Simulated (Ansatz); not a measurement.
**HfMg3B2, from a guessed structure to a relaxed one**

This structure for HfMg3B2 is made up. Its elements were placed in a known structure type with a cell scaled to their sizes. What cell does the guess relax to, and how far off was it?

Method: DFT, PBE, plane-wave PAW, files of the set soft_1, scalar-relativistic, no spin, cell and ions relaxed at zero pressure; PAW set soft_1, in the first sound run; inputs show where later runs differ, in Ansatz 0.2.0.

## Step 1: The structure

Symmetry: P6/mmm, No. 191, hexagonal system. Conventional cell: a = 5.716 Å, b = 5.716 Å, c = 3.618 Å, α = 90.00°, β = 90.00°, γ = 120.00°. Nearest to Hf lie 6 B at 3.30 Å and 12 Mg at 3.38 Å and 2 Hf at 3.62 Å. Nearest to Mg lie 4 B at 2.45 Å and 4 Mg at 2.86 Å and 4 Hf at 3.38 Å. B has 6 Mg at 2.45 Å and 3 B at 3.30 Å and 3 Hf at 3.30 Å nearest. Farther neighbours are not listed.

## Step 2: Relaxation of the guess

The guess takes its coordinates from another compound and its volume from a rule, so the cell and any free coordinates are relaxed together.

The input, input.yaml:

```yaml
crystal:
  lattice:
    - [5.716, 0.0, 0.0]
    - [-2.858, 4.950201208, 0.0]
    - [0.0, 0.0, 3.618]
  atoms:
    - { symbol: Hf, position: [0.0, 0.0, 0.0] }
    - { symbol: Mg, position: [0.0, 0.5, 0.5] }
    - { symbol: Mg, position: [0.5, 0.5, 0.5] }
    - { symbol: Mg, position: [0.5, 0.0, 0.5] }
    - { symbol: B, position: [0.666666667, 0.333333333, 0.0] }
    - { symbol: B, position: [0.333333333, 0.666666667, 0.0] }
kpoints:
  mp_grid: { grid: [6, 6, 7] }
scf:
  occupations: { method: fermi_dirac, width: 0.05 }
hamiltonian:
  xc: pbe
  pseudopotentials: { kind: paw, azcp: { folder: soft_1 } }
relax:
  f_tol: 0.015
  max_steps: 70
  cell: {}
output:
  forces: true
  stress: true
```

Launch:

```sh
$ ansatz run input.yaml --threads 4 --pin off --max-ram 10240MiB --backend cpu --events-out ev --progress --plain --runs-dir out
```

Numbers of over 12 decimals in the logs are rounded to 6 here.

The log of the run:

```text
Engine: ansatz 0.2.0, x86_64-unknown-linux-gnu
Pseudopotentials: kind: paw
Pseudopotential: Hf, paw, valence charge 26, recommended cutoff 420 eV (normal), soft_1/Hf.paw.azcp
Pseudopotential: Mg, paw, valence charge 10, recommended cutoff 420 eV (normal), soft_1/Mg.paw.azcp
Pseudopotential: B, paw, valence charge 3, recommended cutoff 420 eV (normal), soft_1/B.paw.azcp
Functional definition: PBE
  parameter kappa = 0.804
  parameter beta = 0.066725
  exchange = pbe_x(kappa = kappa, mu = beta*pi^2/3)
  correlation = pbe_c(beta = beta)
Crystal: 6 atoms, lattice volume = 102.373 Å³
Basis set: ecut = 420 eV, 1993 PW (Γ), exchange–correlation on 80×80×50 points (8 copies of the dense FFT grid, shifted against one another)
Bands: 38, of which v1, the nominal top of the filled ones, is band 31 counted from 1 (30 counted from 0)
Symmetry: 24 space group operations
Space group: P6/mmm (ITA 191), of the structure as read, at distance tolerance 4.7e-5 Å
k-points: 28 of 252
Non-local potential: Hf, projectors of the file, l = 0: 3, l = 1: 2, l = 2: 2, l = 3: 3
Non-local potential: Mg, projectors of the file, l = 0: 3, l = 1: 2, l = 2: 1
Non-local potential: B, projectors of the file, l = 0: 2, l = 1: 2, l = 2: 1
PAW form: soft (Blöchl's): semilocal exchange-correlation on the pseudo side does not see the compensation charge
PAW one-centre angular grid: Hf, 590 points (default); XC on 64 Gauss nodes
PAW one-centre angular grid: Mg, 110 points (default); XC on 64 Gauss nodes
PAW one-centre angular grid: B, 110 points (default); XC on 64 Gauss nodes
Initial density: superposition of atomic densities (chi_scale 0.1, normalization cell, long waves kept (reshape's long-wave potential 0.01 eV rms))
Initial wavefunctions: pseudopotential atomic-orbital guess
Functional: x = pbe(κ = 0.804, μ = 0.219515), c = pbe(β = 0.066725)
SCF iter   1: F=—  HF=-21802.876100 eV  |F-HF|=—  |Δ(HF+E_count)|=         —  Δρ=4.63e-2  dr2=6.76e0  ethr=3.10e-3  ⟨swp⟩=6.0  Hψ=4167  notcnv=0
preconditioner: auto → Kerker (q_TF=auto, 2.510 Å⁻¹)  [metal: Δε(μ)=0.015 eV  Ē_g=9.653 eV  σ=0.050 eV  W_gap=0.08  n_scr=26 (ndim 8)  ℏωp=20.1 eV  f_vac=0.000  D(μ)=4.53/eV (n_scr^D=44)]
SCF iter   2: F=—  HF=-21802.185315 eV  |F-HF|=—  |Δ(HF+E_count)|=   6.91e-1  Δρ=2.50e-2  dr2=1.80e0  ethr=3.10e-3  ⟨swp⟩=2.0  Hψ=1424  notcnv=0  defer=17
SCF iter   3: F=—  HF=-21801.933318 eV  |F-HF|=—  |Δ(HF+E_count)|=   2.52e-1  Δρ=5.61e-3  dr2=4.39e-2  ethr=2.90e-3  ⟨swp⟩=2.1  Hψ=1356  notcnv=0  defer=17
SCF iter   4: F=—  HF=-21801.915549 eV  |F-HF|=—  |Δ(HF+E_count)|=   1.78e-2  Δρ=4.00e-3  dr2=2.09e-2  ethr=7.08e-5  ⟨swp⟩=2.1  Hψ=2235  notcnv=0  defer=19
SCF iter   5: F=—  HF=-21801.909847 eV  |F-HF|=—  |Δ(HF+E_count)|=   5.70e-3  Δρ=1.53e-3  dr2=3.45e-3  ethr=3.38e-5  ⟨swp⟩=2.0  Hψ=1450  notcnv=0  defer=19
SCF iter   6: F=—  HF=-21801.908978 eV  |F-HF|=—  |Δ(HF+E_count)|=   8.69e-4  Δρ=4.39e-4  dr2=2.76e-4  ethr=5.56e-6  ⟨swp⟩=2.2  Hψ=1478  notcnv=0  defer=19
SCF iter   7: F=—  HF=-21801.908876 eV  |F-HF|=—  |Δ(HF+E_count)|=   1.02e-4  Δρ=1.06e-4  dr2=1.44e-5  ethr=4.46e-7  ⟨swp⟩=2.5  Hψ=1691  notcnv=0  defer=19
SCF iter   8: F=—  HF=-21801.908844 eV  |F-HF|=—  |Δ(HF+E_count)|=   3.17e-5  Δρ=2.91e-5  dr2=1.08e-6  ethr=2.32e-8  ⟨swp⟩=2.0  Hψ=1461  notcnv=0  defer=19
SCF iter   9: F=—  HF=-21801.908844 eV  |F-HF|=—  |Δ(HF+E_count)|=   2.20e-7  Δρ=1.23e-5  dr2=1.61e-7  ethr=1.74e-9  ⟨swp⟩=2.0  Hψ=1863  notcnv=0  defer=19
SCF iter  10: F=-21801.908844 eV  HF=-21801.908844 eV  |F-HF|=4.79e-9  |Δ(HF+E_count)|=   8.80e-8  Δρ=2.77e-6  dr2=1.07e-8  ethr=1.61e-10  ⟨swp⟩=4.5  Hψ=3786  notcnv=0
SCF 1 converged in 10 iterations: F = -21801.908844 eV  dr2 = 1.07e-8
  greatest PAW one-centre occupation: 1.000 electrons in one spin orbital (limit 2), on the Mg atom at site 3 (counted from 0), in its partial waves of l = 0
relax step   1: F+E_penalty+E_count = -21801.90884403 eV  Δ(F+E_penalty+E_count) = +0.000e0 eV  max|allowed force component| = 1.480e-16 eV/Å  Δτ_max = 0.0000 Å  P = -6.582 GPa  Ω = 102.373 Å³  (10 SCF iters, dr2 threshold 1.00e-7 eV, accepted)
Crystal: 6 atoms, lattice volume = 91.769 Å³
Basis set: ecut = 420 eV, 1733 PW (Γ), exchange–correlation on 80×80×50 points (8 copies of the dense FFT grid, shifted against one another)
Initial density: handed on by an earlier stage of this run
Initial wavefunctions: those handed on with the density
iter 1 solved again at ethr=3.32e-4 eV; its pass at ethr=3.10e-3 eV (dr2=2.06e-1 eV) is discarded
SCF iter   1: F=—  HF=-21802.176958 eV  |F-HF|=—  |Δ(HF+E_count)|=         —  Δρ=8.92e-3  dr2=2.07e-1  ethr=3.32e-4  ⟨swp⟩=1.6  Hψ=5251  notcnv=0
preconditioner: auto → Kerker (q_TF=auto, 2.556 Å⁻¹)  [metal: Δε(μ)=0.061 eV  Ē_g=10.180 eV  σ=0.050 eV  W_gap=0.30  n_scr=26 (ndim 8)  ℏωp=21.2 eV  f_vac=0.000  D(μ)=3.81/eV (n_scr^D=32)]
SCF iter   2: F=—  HF=-21802.150299 eV  |F-HF|=—  |Δ(HF+E_count)|=   2.67e-2  Δρ=4.60e-3  dr2=5.64e-2  ethr=3.32e-4  ⟨swp⟩=1.9  Hψ=1134  notcnv=0
SCF iter   3: F=—  HF=-21802.142228 eV  |F-HF|=—  |Δ(HF+E_count)|=   8.07e-3  Δρ=8.84e-4  dr2=6.81e-4  ethr=9.10e-5  ⟨swp⟩=2.0  Hψ=1702  notcnv=0
SCF iter   4: F=—  HF=-21802.140470 eV  |F-HF|=—  |Δ(HF+E_count)|=   1.76e-3  Δρ=4.53e-4  dr2=1.13e-4  ethr=1.10e-6  ⟨swp⟩=3.0  Hψ=2059  notcnv=0
SCF iter   5: F=—  HF=-21802.140471 eV  |F-HF|=—  |Δ(HF+E_count)|=   1.89e-6  Δρ=1.35e-4  dr2=2.78e-5  ethr=1.83e-7  ⟨swp⟩=2.0  Hψ=1848  notcnv=0
SCF iter   6: F=—  HF=-21802.140463 eV  |F-HF|=—  |Δ(HF+E_count)|=   8.10e-6  Δρ=3.95e-5  dr2=1.65e-6  ethr=4.48e-8  ⟨swp⟩=2.0  Hψ=1801  notcnv=0
SCF iter   7: F=-21802.140462 eV  HF=-21802.140463 eV  |F-HF|=4.45e-7  |Δ(HF+E_count)|=   4.16e-7  Δρ=1.13e-5  dr2=1.76e-7  ethr=9.68e-10  ⟨swp⟩=5.0  Hψ=4389  notcnv=0
SCF 2 converged in 7 iterations: F = -21802.140462 eV  dr2 = 1.76e-7
  greatest PAW one-centre occupation: 1.000 electrons in one spin orbital (limit 2), on the Mg atom at site 2 (counted from 0), in its partial waves of l = 0
relax step   2: F+E_penalty+E_count = -21802.14046245 eV  Δ(F+E_penalty+E_count) = -2.316e-1 eV  max|allowed force component| = 2.729e-16 eV/Å  Δτ_max = 0.0000 Å  P = +0.968 GPa  Ω = 91.769 Å³  energy of the carried Pulay correction = +2.647e-3 eV  (7 SCF iters, dr2 threshold 6.00e-7 eV, accepted)
Crystal: 6 atoms, lattice volume = 91.586 Å³
Basis set: ecut = 420 eV, 1771 PW (Γ), exchange–correlation on 80×80×50 points (8 copies of the dense FFT grid, shifted against one another)
iter 1 solved again at ethr=3.98e-6 eV; its pass at ethr=3.10e-3 eV (dr2=2.47e-3 eV) is discarded
SCF iter   1: F=—  HF=-21802.167547 eV  |F-HF|=—  |Δ(HF+E_count)|=         —  Δρ=1.64e-3  dr2=2.48e-3  ethr=3.98e-6  ⟨swp⟩=2.1  Hψ=6211  notcnv=0
preconditioner: auto → Kerker (q_TF=auto, 2.557 Å⁻¹)  [metal: Δε(μ)=0.013 eV  Ē_g=10.278 eV  σ=0.050 eV  W_gap=0.07  n_scr=26 (ndim 8)  ℏωp=21.3 eV  f_vac=0.000  D(μ)=4.27/eV (n_scr^D=44)]
SCF iter   2: F=—  HF=-21802.167216 eV  |F-HF|=—  |Δ(HF+E_count)|=   3.31e-4  Δρ=1.03e-3  dr2=1.06e-3  ethr=3.98e-6  ⟨swp⟩=1.0  Hψ=1066  notcnv=0
SCF iter   3: F=—  HF=-21802.167023 eV  |F-HF|=—  |Δ(HF+E_count)|=   1.93e-4  Δρ=1.29e-4  dr2=1.15e-5  ethr=1.71e-6  ⟨swp⟩=2.0  Hψ=1408  notcnv=0
SCF iter   4: F=—  HF=-21802.166950 eV  |F-HF|=—  |Δ(HF+E_count)|=   7.33e-5  Δρ=7.86e-5  dr2=5.03e-6  ethr=1.85e-8  ⟨swp⟩=2.8  Hψ=2022  notcnv=0
SCF iter   5: F=—  HF=-21802.166947 eV  |F-HF|=—  |Δ(HF+E_count)|=   2.59e-6  Δρ=3.01e-5  dr2=8.74e-7  ethr=8.11e-9  ⟨swp⟩=2.0  Hψ=1851  notcnv=0
SCF iter   6: F=-21802.166947 eV  HF=-21802.166947 eV  |F-HF|=1.44e-7  |Δ(HF+E_count)|=   1.01e-7  Δρ=1.33e-5  dr2=1.57e-7  ethr=9.68e-10  ⟨swp⟩=5.2  Hψ=4297  notcnv=0
SCF 3 converged in 6 iterations: F = -21802.166947 eV  dr2 = 1.57e-7
relax step   3: F+E_penalty+E_count = -21802.16694710 eV  Δ(F+E_penalty+E_count) = -2.648e-2 eV  max|allowed force component| = 6.476e-17 eV/Å  Δτ_max = 0.0000 Å  P = +0.659 GPa  Ω = 91.586 Å³  energy of the carried Pulay correction = +2.684e-3 eV  (6 SCF iters, dr2 threshold 6.00e-7 eV, accepted)
Crystal: 6 atoms, lattice volume = 92.189 Å³
Basis set: ecut = 420 eV, 1759 PW (Γ), exchange–correlation on 80×80×50 points (8 copies of the dense FFT grid, shifted against one another)
iter 1 solved again at ethr=2.78e-6 eV; its pass at ethr=3.10e-3 eV (dr2=1.72e-3 eV) is discarded
SCF iter   1: F=—  HF=-21802.169958 eV  |F-HF|=—  |Δ(HF+E_count)|=         —  Δρ=9.48e-4  dr2=1.84e-3  ethr=2.78e-6  ⟨swp⟩=3.0  Hψ=5738  notcnv=0
preconditioner: auto → Kerker (q_TF=auto, 2.554 Å⁻¹)  [metal: Δε(μ)=0.047 eV  Ē_g=10.298 eV  σ=0.050 eV  W_gap=0.22  n_scr=26 (ndim 8)  ℏωp=21.2 eV  f_vac=0.000  D(μ)=4.46/eV (n_scr^D=44)]
SCF iter   2: F=—  HF=-21802.169637 eV  |F-HF|=—  |Δ(HF+E_count)|=   3.22e-4  Δρ=4.05e-4  dr2=2.34e-4  ethr=2.78e-6  ⟨swp⟩=2.0  Hψ=1189  notcnv=0
SCF iter   3: F=—  HF=-21802.169519 eV  |F-HF|=—  |Δ(HF+E_count)|=   1.18e-4  Δρ=1.38e-4  dr2=1.97e-5  ethr=3.78e-7  ⟨swp⟩=2.0  Hψ=1693  notcnv=0
SCF iter   4: F=—  HF=-21802.169508 eV  |F-HF|=—  |Δ(HF+E_count)|=   1.07e-5  Δρ=9.28e-5  dr2=1.20e-5  ethr=3.17e-8  ⟨swp⟩=2.7  Hψ=1923  notcnv=0
SCF iter   5: F=—  HF=-21802.169506 eV  |F-HF|=—  |Δ(HF+E_count)|=   2.29e-6  Δρ=3.33e-5  dr2=1.42e-6  ethr=1.94e-8  ⟨swp⟩=2.0  Hψ=1401  notcnv=0
SCF iter   6: F=-21802.169505 eV  HF=-21802.169506 eV  |F-HF|=1.48e-7  |Δ(HF+E_count)|=   2.91e-7  Δρ=8.53e-6  dr2=8.28e-8  ethr=9.68e-10  ⟨swp⟩=5.6  Hψ=4801  notcnv=0
SCF 4 converged in 6 iterations: F = -21802.169505 eV  dr2 = 8.28e-8
relax step   4: F+E_penalty+E_count = -21802.16950540 eV  Δ(F+E_penalty+E_count) = -2.558e-3 eV  max|allowed force component| = 2.128e-16 eV/Å  Δτ_max = 0.0000 Å  P = -0.113 GPa  Ω = 92.189 Å³  energy of the carried Pulay correction = +2.520e-3 eV  (6 SCF iters, dr2 threshold 6.00e-7 eV, accepted)
Crystal: 6 atoms, lattice volume = 92.164 Å³
iter 1 solved again at ethr=1.04e-7 eV; its pass at ethr=3.10e-3 eV (dr2=6.43e-5 eV) is discarded
SCF iter   1: F=—  HF=-21802.169846 eV  |F-HF|=—  |Δ(HF+E_count)|=         —  Δρ=1.87e-4  dr2=6.08e-5  ethr=1.04e-7  ⟨swp⟩=3.0  Hψ=5537  notcnv=0
preconditioner: auto → Kerker (q_TF=auto, 2.554 Å⁻¹)  [metal: Δε(μ)=0.041 eV  Ē_g=10.289 eV  σ=0.050 eV  W_gap=0.20  n_scr=26 (ndim 8)  ℏωp=21.2 eV  f_vac=0.000  D(μ)=4.45/eV (n_scr^D=44)]
SCF iter   2: F=—  HF=-21802.169768 eV  |F-HF|=—  |Δ(HF+E_count)|=   7.83e-5  Δρ=8.76e-5  dr2=8.46e-6  ethr=9.81e-8  ⟨swp⟩=1.9  Hψ=1160  notcnv=0
SCF iter   3: F=—  HF=-21802.169767 eV  |F-HF|=—  |Δ(HF+E_count)|=   8.93e-7  Δρ=2.83e-5  dr2=6.67e-7  ethr=1.36e-8  ⟨swp⟩=2.0  Hψ=1548  notcnv=0
SCF iter   4: F=—  HF=-21802.169767 eV  |F-HF|=—  |Δ(HF+E_count)|=   2.49e-7  Δρ=1.76e-5  dr2=3.42e-7  ethr=5.38e-10  ⟨swp⟩=5.2  Hψ=4580  notcnv=0
SCF iter   5: F=-21802.169766 eV  HF=-21802.169767 eV  |F-HF|=1.88e-8  |Δ(HF+E_count)|=   4.45e-8  Δρ=6.54e-6  dr2=4.38e-8  ethr=5.38e-10  ⟨swp⟩=4.8  Hψ=3755  notcnv=0
SCF 5 converged in 5 iterations: F = -21802.169766 eV  dr2 = 4.38e-8
relax step   5: F+E_penalty+E_count = -21802.16976649 eV  Δ(F+E_penalty+E_count) = -2.611e-4 eV  max|allowed force component| = 1.634e-16 eV/Å  Δτ_max = 0.0000 Å  P = -0.032 GPa  Ω = 92.164 Å³  energy of the carried Pulay correction = +2.528e-3 eV  (5 SCF iters, dr2 threshold 3.33e-7 eV, accepted)
Initial wavefunctions: pseudopotential atomic-orbital guess (no wavefunctions were taken with the density)
iter 1 solved again at ethr=4.04e-8 eV; its pass at ethr=3.10e-3 eV (dr2=2.50e-5 eV) is discarded
SCF iter   1: F=—  HF=-21802.168125 eV  |F-HF|=—  |Δ(HF+E_count)|=         —  Δρ=1.27e-4  dr2=1.05e-6  ethr=4.04e-8  ⟨swp⟩=3.2  Hψ=7292  notcnv=0
preconditioner: auto → Kerker (q_TF=auto, 2.554 Å⁻¹)  [metal: Δε(μ)=0.042 eV  Ē_g=10.290 eV  σ=0.050 eV  W_gap=0.20  n_scr=26 (ndim 8)  ℏωp=21.2 eV  f_vac=0.000  D(μ)=4.44/eV (n_scr^D=44)]
SCF iter   2: F=—  HF=-21802.168079 eV  |F-HF|=—  |Δ(HF+E_count)|=   4.60e-5  Δρ=7.37e-5  dr2=1.40e-6  ethr=1.69e-9  ⟨swp⟩=2.8  Hψ=1955  notcnv=0
SCF iter   3: F=—  HF=-21802.168084 eV  |F-HF|=—  |Δ(HF+E_count)|=   5.13e-6  Δρ=4.00e-5  dr2=2.12e-7  ethr=1.69e-9  ⟨swp⟩=2.0  Hψ=1551  notcnv=0
SCF iter   4: F=—  HF=-21802.168086 eV  |F-HF|=—  |Δ(HF+E_count)|=   2.37e-6  Δρ=1.39e-5  dr2=2.76e-8  ethr=3.41e-10  ⟨swp⟩=2.0  Hψ=1479  notcnv=0
SCF iter   5: F=—  HF=-21802.168086 eV  |F-HF|=—  |Δ(HF+E_count)|=   2.87e-7  Δρ=2.97e-6  dr2=1.62e-9  ethr=4.46e-11  ⟨swp⟩=2.0  Hψ=1851  notcnv=0
SCF iter   6: F=—  HF=-21802.168086 eV  |F-HF|=—  |Δ(HF+E_count)|=   1.29e-8  Δρ=6.23e-7  dr2=1.39e-10  ethr=2.61e-12  ⟨swp⟩=2.0  Hψ=1851  notcnv=0
SCF iter   7: F=-21802.168086 eV  HF=-21802.168086 eV  |F-HF|=3.64e-12  |Δ(HF+E_count)|=  3.27e-10  Δρ=9.30e-8  dr2=8.77e-12  ethr=1.00e-12  ⟨swp⟩=4.9  Hψ=3849  notcnv=0
SCF 6 converged in 7 iterations: F = -21802.168086 eV  dr2 = 8.77e-12
relax step   6: F+E_penalty+E_count = -21802.16808635 eV  Δ(F+E_penalty+E_count) = +1.680e-3 eV  max|allowed force component| = 8.018e-17 eV/Å  Δτ_max = 0.0000 Å  P = -0.048 GPa  Ω = 92.164 Å³  stress off target by 6.72e-2 GPa  SCF on the basis re-selected at this cell (its energy is not comparable with the rows above)  (7 SCF iters)
basis re-selected at this cell: Δ(F+E_penalty+E_count) = +1.680e-3 eV, ΔP = -0.016 GPa vs the last step (what re-selecting the basis moved, of the pressure what is left beyond the Pulay correction that the steps carried, after the strain that the cell walked since its last selection, with what the two solves' SCF thresholds leave and, on support functions, any second-order correction that the steps lacked; it is no m [...]
Crystal: 6 atoms, lattice volume = 92.105 Å³
iter 1 solved again at ethr=3.00e-9 eV; its pass at ethr=3.10e-3 eV (dr2=1.86e-6 eV) is discarded
SCF iter   1: F=—  HF=-21802.168186 eV  |F-HF|=—  |Δ(HF+E_count)|=         —  Δρ=3.47e-5  dr2=1.84e-6  ethr=3.00e-9  ⟨swp⟩=3.0  Hψ=4773  notcnv=0
preconditioner: auto → Kerker (q_TF=auto, 2.554 Å⁻¹)  [metal: Δε(μ)=0.043 eV  Ē_g=10.290 eV  σ=0.050 eV  W_gap=0.21  n_scr=26 (ndim 8)  ℏωp=21.2 eV  f_vac=0.000  D(μ)=4.45/eV (n_scr^D=44)]
SCF iter   2: F=—  HF=-21802.168117 eV  |F-HF|=—  |Δ(HF+E_count)|=   6.91e-5  Δρ=1.78e-5  dr2=2.93e-7  ethr=2.97e-9  ⟨swp⟩=1.9  Hψ=1133  notcnv=0
SCF iter   3: F=—  HF=-21802.168117 eV  |F-HF|=—  |Δ(HF+E_count)|=   5.93e-8  Δρ=6.65e-6  dr2=3.73e-8  ethr=4.72e-10  ⟨swp⟩=2.0  Hψ=1450  notcnv=0
SCF iter   4: F=-21802.168117 eV  HF=-21802.168117 eV  |F-HF|=4.41e-9  |Δ(HF+E_count)|=   2.20e-8  Δρ=3.21e-6  dr2=8.97e-9  ethr=1.82e-11  ⟨swp⟩=5.0  Hψ=3780  notcnv=0
SCF 7 converged in 4 iterations: F = -21802.168117 eV  dr2 = 8.97e-9
relax step   7: F+E_penalty+E_count = -21802.16811654 eV  Δ(F+E_penalty+E_count) = -3.019e-5 eV  max|allowed force component| = 1.295e-16 eV/Å  Δτ_max = 0.0000 Å  P = -0.002 GPa  Ω = 92.105 Å³  energy of the carried Pulay correction = +1.345e-5 eV  (4 SCF iters, dr2 threshold 1.13e-8 eV, accepted)
iter 1 solved again at ethr=3.52e-8 eV; its pass at ethr=3.10e-3 eV (dr2=2.18e-5 eV) is discarded
SCF iter   1: F=—  HF=-21802.168186 eV  |F-HF|=—  |Δ(HF+E_count)|=         —  Δρ=3.29e-6  dr2=9.29e-9  ethr=3.52e-8  ⟨swp⟩=3.2  Hψ=7276  notcnv=0
SCF iter   2: F=—  HF=-21802.168113 eV  |F-HF|=—  |Δ(HF+E_count)|=   7.37e-5  Δρ=2.00e-6  dr2=3.32e-9  ethr=1.50e-11  ⟨swp⟩=2.9  Hψ=2260  notcnv=0
SCF iter   3: F=—  HF=-21802.168113 eV  |F-HF|=—  |Δ(HF+E_count)|=  1.46e-10  Δρ=1.21e-6  dr2=1.23e-9  ethr=5.35e-12  ⟨swp⟩=2.0  Hψ=1265  notcnv=0
SCF iter   4: F=-21802.168113 eV  HF=-21802.168113 eV  |F-HF|=7.28e-12  |Δ(HF+E_count)|=  7.28e-11  Δρ=2.57e-7  dr2=3.07e-11  ethr=1.00e-12  ⟨swp⟩=4.4  Hψ=4912  notcnv=0
SCF 8 converged in 4 iterations: F = -21802.168113 eV  dr2 = 3.07e-11
relax step   8: F+E_penalty+E_count = -21802.16811259 eV  Δ(F+E_penalty+E_count) = +3.949e-6 eV  max|allowed force component| = 1.264e-16 eV/Å  Δτ_max = 0.0000 Å  P = -0.003 GPa  Ω = 92.105 Å³  stress off target by 3.33e-3 GPa  SCF on the basis re-selected at this cell (its energy is not comparable with the rows above)  (4 SCF iters)
basis re-selected at this cell: Δ(F+E_penalty+E_count) = +3.949e-6 eV, ΔP = -0.000 GPa vs the last step (what re-selecting the basis moved, of the pressure what is left beyond the Pulay correction that the steps carried, after the strain that the cell walked since its last selection, with what the two solves' SCF thresholds leave and, on support functions, any second-order correction that the steps lacked; it is no m [...]
SCF converged after 4 iterations
Free energy (F): -21802.168113 eV
Harris-Foulkes:  -21802.168113 eV  (|F-HF|=7.28e-12)
Internal energy: -21802.133890 eV  (E = F + TS)
E sigma→0 (E₀):  -21802.151001 eV
Entropy (-TS):   -0.034223 eV (-5.704 meV/atom)
Fermi energy:    9.802116 eV
--- Per-component energies (eV) ---
  E_band       = -1120.152234
  E_kinetic    = 700.067792
  E_local      = -12321.071760  (includes V_loc(G=0)·N_el)
  E_nonlocal   = 661.672395
  E_hartree    = 5224.249203
  E_xc         = -407.214798
  E_vxc        = -428.870819  (∫ρ·V_xc dr)
  E_paw        = -8749.764221  (= ΣΔE_a)
  E_vpaw       = -180.448371  (= ΣTr[D̂ρ^β])
  E_aug_tail   = -0.000317  (compensation charges beyond the density's cutoff)
  E_ewald      = -6910.072185
  E_smearing   = -0.034223  (= −TS)
  E_closure    = -0.000000  (closes the sum)
  Σ components = -21802.168113   (vs F -21802.168113, Δ=0.00e0)
--- Forces (eV/Å), atoms counted from 1 ---
  atom   1  Hf     0.00000000     0.00000000     0.00000000
  atom   2  Mg    -0.00000000     0.00000000     0.00000000
  atom   3  Mg     0.00000000    -0.00000000     0.00000000
  atom   4  Mg     0.00000000    -0.00000000     0.00000000
  atom   5  B     -0.00000000     0.00000000    -0.00000000
  atom   6  B      0.00000000    -0.00000000     0.00000000
  max |Σ_I F_I| component: 1.85e-17 eV/Å
--- Stress (GPa, compression-positive) ---
       -0.002277      -0.000000      -0.000000
        0.000000      -0.002277      -0.000000
       -0.000000      -0.000000      -0.003328
  P = ⅓ Tr σ = -0.0026 GPa (-0.026 kbar)
--- Relaxed structure (6 steps of the walk, 6 accepted, 2 SCFs on fresh bases) ---
  F+E_penalty+E_count = -21802.16811259 eV   max|allowed force component| = 1.264e-16 eV/Å   (the final SCF, on the basis selected at the relaxed cell)
  cell:  # Å, volume = 92.1047 Å³
    - [5.394077, 0, 4.867863795521776e-18]
    - [-2.697039, 4.671408, -2.433931897760886e-18]
    - [3.0811636130606095e-18, 0, 3.655248]
  atoms:
    - { symbol: Hf, position: [0, 0, 0] }
    - { symbol: Mg, position: [5.5225545055054486e-17, 0.500000, 0.5] }
    - { symbol: Mg, position: [0.5, 0.500000, 0.5] }
    - { symbol: Mg, position: [0.5, 0, 0.5] }
    - { symbol: B, position: [0.666667, 0.333333, 0] }
    - { symbol: B, position: [0.333333, 0.666667, 0] }
```

It took 6.5 s on 4 threads of AMD EPYC 9R14 (Zen 4), shared host; peak memory 0.62 GiB; 23 s of CPU time.

(Continued in part 2 of 2.)

[Logs are printed without paths, hosts, clocks, repeated set-up lines and the standing remarks that a program may print on its own settings, such as how far it seeks lower states.]

[Hosts, paths, dates, database ids (printed as entryN), source tags and the programs' standing remarks are cut or masked in the printed files.]
